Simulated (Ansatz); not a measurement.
# Pt(111) with 4 thermally displaced layers, 2x2: scattering by thermal displacements, part 2 of 2

Wanted: the phonon-limited resistivity of Pt at 180 K by the Landauer route.

Ansatz 0.2.0; Ansatz plane-wave DFT, PBE, PAW files; ballistic transport by layer matching (Landauer), zero bias; PAW set soft_1.

So far. Step 3 (With 8 displaced layers): Over the solved energies the transmission per spin lies between 5.29 and 5.82, out of 6.75 channels of the lead on average (up to 7.14).

**4. With 12 displaced layers**

Each atom of 12 layers is moved at random, by amounts drawn from a normal law 0.0494 Å wide in each direction from the Debye model (240 K) at 180 K. A fresh draw is used; the growth of the resistance with length is what counts.

System of this step: Pt(111) with 12 thermally displaced layers, 2x2. The cell holds 72 atoms: 72 Pt. Cell: a = 5.546 Å, b = 5.546 Å, c = 40.757 Å, α = 90.0°, β = 90.0°, γ = 120.0°. It derives from Pt. Regions: lead, 24 atoms (24 Pt); scattering region, 48 atoms (48 Pt). The structure is stacked along c, and the current runs across the ab planes.

input.yaml reads:

```yaml
crystal:
  lattice:
    - [5.5462627489, 0.0, 0.0]
    - [-2.7731313745, 4.8032044366, 0.0]
    - [0.0, 0.0, 40.7565411427]
  atoms:
    - { symbol: Pt, position: [0.0, 0.0, 0.0277777778] }
    - { symbol: Pt, position: [0.0, 0.5, 0.0277777778] }
    - { symbol: Pt, position: [0.5, 0.0, 0.0277777778] }
    - { symbol: Pt, position: [0.5, 0.5, 0.0277777778] }
    - { symbol: Pt, position: [0.1666666667, 0.3333333333, 0.0833333333] }
    - { symbol: Pt, position: [0.1666666667, 0.8333333333, 0.0833333333] }
    - { symbol: Pt, position: [0.6666666667, 0.3333333333, 0.0833333333] }
    - { symbol: Pt, position: [0.6666666667, 0.8333333333, 0.0833333333] }
    - { symbol: Pt, position: [0.3333333333, 0.1666666667, 0.1388888889] }
    - { symbol: Pt, position: [0.3333333333, 0.6666666667, 0.1388888889] }
    - { symbol: Pt, position: [0.8333333333, 0.1666666667, 0.1388888889] }
    - { symbol: Pt, position: [0.8333333333, 0.6666666667, 0.1388888889] }
    - { symbol: Pt, position: [0.9946436571, 0.9990471824, 0.1947496616] }
    - { symbol: Pt, position: [0.9870788347, 0.4801994417, 0.1943567618] }
    - { symbol: Pt, position: [0.5075900206, 0.0111625583, 0.1951454206] }
    - { symbol: Pt, position: [0.490538341, 0.4925501338, 0.1968833942] }
    - { symbol: Pt, position: [0.182836916, 0.3521844296, 0.2525831168] }
    - { symbol: Pt, position: [0.1613570335, 0.8372989284, 0.2505557782] }
    - { symbol: Pt, position: [0.6744439851, 0.3389111584, 0.2502451018] }
    - { symbol: Pt, position: [0.6604862104, 0.8178680307, 0.2497993606] }
    - { symbol: Pt, position: [0.3273179325, 0.1679644892, 0.3049883999] }
    - { symbol: Pt, position: [0.3430622446, 0.6750974515, 0.305930014] }
    - { symbol: Pt, position: [0.8366300212, 0.1676233713, 0.3050123556] }
    - { symbol: Pt, position: [0.8293161083, 0.6615649584, 0.3060262023] }
    - { symbol: Pt, position: [0.0031174364, 0.0059832577, 0.359499398] }
    - { symbol: Pt, position: [0.003988463, 0.4921495317, 0.3602203921] }
    - { symbol: Pt, position: [0.4953405132, 0.9942010559, 0.3614642597] }
    - { symbol: Pt, position: [0.4893777807, 0.4889918172, 0.3600851124] }
    - { symbol: Pt, position: [0.1785895154, 0.3337888864, 0.4152503973] }
    - { symbol: Pt, position: [0.1587336283, 0.8173179036, 0.4188374954] }
    - { symbol: Pt, position: [0.655541319, 0.3382611575, 0.4173261103] }
    - { symbol: Pt, position: [0.6552866194, 0.8364240937, 0.4178762834] }
    - { symbol: Pt, position: [0.3388446446, 0.1693533195, 0.4733735213] }
    - { symbol: Pt, position: [0.3364990636, 0.670129508, 0.4720685151] }
    - { symbol: Pt, position: [0.8341204193, 0.1569769553, 0.4731826685] }
    - { symbol: Pt, position: [0.8232159819, 0.6554405202, 0.4726652865] }
    - { symbol: Pt, position: [0.0200403735, 0.0098985991, 0.5271522702] }
    - { symbol: Pt, position: [0.0038849341, 0.4953248041, 0.5276273363] }
    - { symbol: Pt, position: [0.4888724425, 0.9761487638, 0.5280102155] }
    - { symbol: Pt, position: [0.4872328439, 0.4928216432, 0.5259892726] }
    - { symbol: Pt, position: [0.1482934732, 0.3236242685, 0.5843348218] }
    - { symbol: Pt, position: [0.1813881076, 0.833073896, 0.5846577273] }
    - { symbol: Pt, position: [0.6544735194, 0.313653307, 0.5835151893] }
    - { symbol: Pt, position: [0.668433308, 0.828921563, 0.5836999456] }
    - { symbol: Pt, position: [0.3339935754, 0.1577795719, 0.6370974194] }
    - { symbol: Pt, position: [0.3302748368, 0.6644942106, 0.6384610918] }
    - { symbol: Pt, position: [0.8510144739, 0.1844282333, 0.6383834764] }
    - { symbol: Pt, position: [0.8444057617, 0.6763517149, 0.6397539813] }
    - { symbol: Pt, position: [0.0073340817, 0.9959934935, 0.6953418645] }
    - { symbol: Pt, position: [0.0221823972, 0.5082721674, 0.6936924841] }
    - { symbol: Pt, position: [0.5119140435, 0.0129937398, 0.6948920422] }
    - { symbol: Pt, position: [0.5029193241, 0.5158830011, 0.692928418] }
    - { symbol: Pt, position: [0.1710709698, 0.3331668374, 0.7485520271] }
    - { symbol: Pt, position: [0.1793273019, 0.8369141567, 0.7485846187] }
    - { symbol: Pt, position: [0.6698092557, 0.3288908498, 0.7476918277] }
    - { symbol: Pt, position: [0.6618821124, 0.8360460808, 0.7507711376] }
    - { symbol: Pt, position: [0.3350416284, 0.1671315523, 0.8061256756] }
    - { symbol: Pt, position: [0.3375099084, 0.6787811158, 0.8057358649] }
    - { symbol: Pt, position: [0.8387365966, 0.1722331361, 0.8042731598] }
    - { symbol: Pt, position: [0.8348781248, 0.6824004034, 0.8059623008] }
    - { symbol: Pt, position: [0.0, 0.0, 0.8611111111] }
    - { symbol: Pt, position: [0.0, 0.5, 0.8611111111] }
    - { symbol: Pt, position: [0.5, 0.0, 0.8611111111] }
    - { symbol: Pt, position: [0.5, 0.5, 0.8611111111] }
    - { symbol: Pt, position: [0.1666666667, 0.3333333333, 0.9166666667] }
    - { symbol: Pt, position: [0.1666666667, 0.8333333333, 0.9166666667] }
    - { symbol: Pt, position: [0.6666666667, 0.3333333333, 0.9166666667] }
    - { symbol: Pt, position: [0.6666666667, 0.8333333333, 0.9166666667] }
    - { symbol: Pt, position: [0.3333333333, 0.1666666667, 0.9722222222] }
    - { symbol: Pt, position: [0.3333333333, 0.6666666667, 0.9722222222] }
    - { symbol: Pt, position: [0.8333333333, 0.1666666667, 0.9722222222] }
    - { symbol: Pt, position: [0.8333333333, 0.6666666667, 0.9722222222] }
kpoints:
  mp_grid: { grid: [5, 5, 1] }
hamiltonian:
  xc: pbe
  pseudopotentials: { kind: paw, azcp: { folder: soft_1 } }
scf:
  occupations: { method: fermi_dirac, width: 0.1 }
output:
  transmission:
    leads: [[0, 4]]
    kmesh: [10, 10]
    e_range: [-0.05, 0.05]
    de: 0.05
  write_potential: true
  write_density: true
  volumetric_format: npy
```

Started as:

```console
$ ansatz run input.yaml --threads 4 --pin off --max-ram 15360MiB --backend cpu --events-out ev --progress --plain --runs-dir out
```

Numbers of over 12 decimals in the logs are rounded to 6 here.

The log of the run:

```text
[...]
Crystal: 72 atoms, lattice volume = 1085.747 Å³
Basis set: ecut = 420 eV, 21305 PW (Γ)
Bands: 778, of which v1, the nominal top of the filled ones, is band 648 counted from 1 (647 counted from 0)
Symmetry: 1 space group operations
[...]
k-points: 13 of 25 (time reversal used)
[...]
SCF iter   1: F=—  HF=-901800.852847 eV  |F-HF|=—  |Δ(HF+E_count)|=         —  Δρ=8.56e-2  dr2=7.73e1  ethr=3.10e-3  ⟨swp⟩=4.7  Hψ=30005  notcnv=0  defer=382
[...]
SCF iter  10: F=-901777.172040 eV  HF=-901777.172040 eV  |F-HF|=5.94e-9  |Δ(HF+E_count)|=   1.28e-9  Δρ=3.53e-7  dr2=6.51e-9  ethr=7.72e-12  ⟨swp⟩=8.0  Hψ=27515  notcnv=0
SCF 1 converged in 10 iterations: F = -901777.172040 eV  dr2 = 6.51e-9
[...]
transmission: 386 of 3848 steps passed
transmission: 771 of 3848 steps passed
[...]
transmission: 3848 of 3848 steps passed
SCF converged after 10 iterations
Free energy (F): -901777.172040 eV
[...]
Internal energy: -901773.132786 eV  (E = F + TS)
E sigma→0 (E₀):  -901775.152413 eV
Entropy (-TS):   -4.039255 eV (-56.101 meV/atom)
Fermi energy:    23.428360 eV
[...]
--- Band table (eV; the first three rows and the last of 13) ---
  k-point 0: bands = [... 644 lower, 23.6078, 23.6354, 23.6394, 23.6427, 23.6503, 23.6537, 23.6669, 23.7028, ... 126 higher]
  k-point 1: bands = [... 644 lower, 23.4166, 23.4242, 23.4274, 23.4371, 23.4424, 23.4742, 23.4806, 23.5050, ... 126 higher]
  k-point 2: bands = [... 644 lower, 23.4305, 23.4400, 23.4871, 23.5106, 23.5139, 23.5194, 23.5237, 23.5265, ... 126 higher]
  k-point 12: bands = [... 644 lower, 23.3336, 23.3407, 23.4123, 23.4182, 23.4258, 23.4319, 23.4377, 23.4471, ... 126 higher]
--- Transmission ---
  basis      : 241 plane waves across, 74 finite elements along
  points     : 52, standing for a mesh of 10 x 10
[...]
channels       : 6.890000e0 a spin
[...]
junction   : crystal 0 to crystal 0, 0.70 to 39.19 Å
    transmission   : 5.274780e0 a spin
[...]
```

It took 32 min on 4 threads of Arm Neoverse V1, shared host; peak memory 8.4 GiB.

This step gave:

```yaml
free_energy: -901777.1720 eV
energy_at_zero_smearing: -901775.1524 eV
transmission_per_spin_nearest_the_fermi_level: 5.275
step_of_the_lead_s_potential: 3.8 meV
```

Per spin. The transmission, zone mean by energy, zero at the Fermi level:

```tsv
energy (eV)	transmission, zone mean
-0.0500	5.52
0.0000	5.27
0.0500	5.09
```

Over the solved energies the transmission per spin lies between 5.09 and 5.52, out of 6.71 channels of the lead on average (up to 7.04).

**5. The fit**

This step: Ansatz plane-wave DFT, PBE, PAW files; ballistic transport by layer matching (Landauer), zero bias; resistivity from the slope of the area resistance; PAW set soft_1 (Ansatz 0.2.0).

This step gave:

* resistivity: 5.163 µΩ cm
* intercept: 0.002831 fΩ m²
* scatter about the fit: 0.008316 fΩ m²

Resistance, by row:

```tsv
run	length (Å)	T	channels N	RA (fΩ m²)
n4	9.057	6.219	6.753	0.04371
n8	18.11	5.566	6.747	0.1081
n12	27.17	5.295	6.713	0.1372
```

The area resistance by length of the displaced region:

```tsv
length of the displaced region (Å)	area resistance (fΩ m²)
9.06	0.0437
18.11	0.108
27.17	0.137
```

The area resistance goes from 0.044 to 0.14 fΩ m² between 9.1 and 27.2 Å, a slope of 5.2 µΩ cm.

By hand from the end points: (0.1372 − 0.04371) fΩ m² / (27.17 − 9.06) Å = 5.2 µΩ cm, since 1 fΩ m² per Å is 1000 µΩ cm.

**6. Outcome**

* resistivity from the slope: 5.16 µΩ cm
* area resistance over 9.06 Å: 0.0437 fΩ m²
* area resistance over 18.1 Å: 0.108 fΩ m²
* area resistance over 27.2 Å: 0.137 fΩ m²

In words: The slope gives 5.2 µΩ cm. The points scatter by 0.0083 fΩ m² about the line, with one random draw a length in a 2x2 cell, so the slope is a rough value. The mean square of the displacements drawn is 0.75, 0.94 and 0.81 of the nominal one at the three lengths; with each resistance scaled back by that, the slope is 6.1 µΩ cm, the value used below. Read with a model of isotropic scattering on a spherical Fermi surface and the lead's 2.0×10¹⁵ S/m², this slope means a mean free path near 68 Å; over these lengths the model's slope is 1.10 times its bulk resistivity, which would be 5.6 µΩ cm. Uncorrelated displacements put too much weight on short waves, which scatter strongly; with the sideways repeat of a small cell, one draw and three short lengths, the method is good to a factor of two or three. Spin-orbit coupling is left out, which matters for Pt.

[Logs are printed without paths, hosts, clocks, repeated set-up lines and the standing remarks that a program may print on its own settings, such as how far it seeks lower states.]

[Hosts, paths, dates, database ids (printed as entryN), source tags and the programs' standing remarks are cut or masked in the printed files.]
